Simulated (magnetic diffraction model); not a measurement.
**MnInSiO5: what an assumed order does to the neutron pattern**

Space group P1 (no. 1), a = 5.5110 Å, b = 5.6070 Å, c = 7.3520 Å, α = 107.90°, β = 108.14°, γ = 95.76°.

```
site  atom       x       y       z
  1a    In  0.1456  0.2689  0.7120
  1a    In  0.8435  0.7106  0.2372
  1a    Mn  0.5080  0.9865  0.9793
  1a    Mn  0.4957  0.0110  0.4895
  1a    Si  0.8721  0.6599  0.7439
  1a    Si  0.1525  0.3238  0.2310
  1a     O  0.5773  0.9061  0.2340
  1a     O  0.4230  0.0721  0.7365
  1a     O  0.8095  0.3037  0.1349
  1a     O  0.2262  0.6627  0.3541
  1a     O  0.1937  0.6834  0.8409
  1a     O  0.7677  0.3199  0.6062
  1a     O  0.7867  0.8195  0.5708
  1a     O  0.7418  0.7653  0.9257
  1a     O  0.2400  0.1863  0.4126
  1a     O  0.2757  0.2232  0.0483
```

The compound is invented for this exercise: a known structure type with other elements, its cell scaled to their sizes and not relaxed.

Only Mn is taken to order (form factors of Mn3+); orders and moment sizes are assumed, and not adapted to the symmetry. Radiation: neutrons of λ = 4.2 Å, 3° to 75°; isotropic B of 0.35 Å² (In), 0.54 Å² (Mn), 0.71 Å² (Si) and 0.67 Å² (O). The intensities are simulated: I ∝ L Σ (|F_N|² + |F_M⊥|²) for unpolarised neutrons, with F_M = 2.695 fm/μB × Σ f(s) S exp(2πi Q·r) exp(−B s²) at Q = H ± k (one set where k and −k are equivalent), only the part normal to Q counting and L = 1/(sin²θ cos θ). For a modulated order the moment at position r is S exp(−2πi k·r) + c.c., with S = m/2 for a sine wave of amplitude m and S = m(u + iv)/2 for moments turning in a plane, u and v being orthogonal unit vectors in it; the phase factor of the sum at Q = H + k is then exp(2πi H·r). Form factors are spin-only for 3d ions and dipole or tabulated for f ions, scattering lengths are Sears's of 1992, and absorption is left out. A label names one of the reflections at its angle. The strongest nuclear line in the range is 100, and lines under 0.2 are left out.

Assume the order k = (0 0 1/6), a sine wave with moments along [010] (amplitudes given), 0.98 μB on Mn; signs + at (0.5080, 0.9865, 0.9793), − at (0.4957, 0.0110, 0.4895).

Q: Where does magnetic intensity appear, and how strong is it?

```tsv
2θ (°)	index	nuclear	magnetic
31.12	(0 0 5/6)	0.0	8.2
37.56	(0 0 1)	0.7	0.0
44.12	(0 0 7/6)	0.0	4.0
46.69	(0 1 -5/6)	0.0	0.4
47.32	(1 0 -5/6)	0.0	3.5
47.55	(0 1 0)	24.7	0.0
48.51	(1 0 0)	100.0	0.0
49.19	(0 1 -1)	4.1	0.0
49.73	(1 0 -1)	3.5	0.0
52.43	(0 1 -7/6)	0.0	0.8
52.88	(1 0 -7/6)	0.0	2.8
61.24	(1 -1 0)	37.4	0.0
67.91	(0 1 5/6)	0.0	0.9
68.64	(1 1 -5/6)	0.0	0.9
68.67	(1 1 -1)	0.2	0.0
68.94	(1 0 5/6)	0.0	1.6
69.41	(1 1 -7/6)	0.0	0.9
70.03	(-1 1 5/6)	0.0	0.9
70.56	(1 -1 5/6)	0.0	0.9
73.64	(0 1 1)	10.1	0.0
73.80	(-1 1 1)	36.8	0.0
74.42	(1 -1 1)	48.8	0.0
74.69	(1 0 1)	8.3	0.0
```

The strongest magnetic line in the range is (0 0 5/6) at 31.12° (8.2). On top of the Lorentz factor, which all lines share, magnetic lines fade with angle because f falls: for Mn3+ it is 0.91, 0.70, 0.46 and 0.14 at sin θ/λ = 0.1, 0.2, 0.3 and 0.5 Å⁻¹, while nuclear lengths stay constant. The order has no net moment.

[Logs are printed without paths, hosts, clocks, repeated set-up lines and the standing remarks that a program may print on its own settings, such as how far it seeks lower states.]
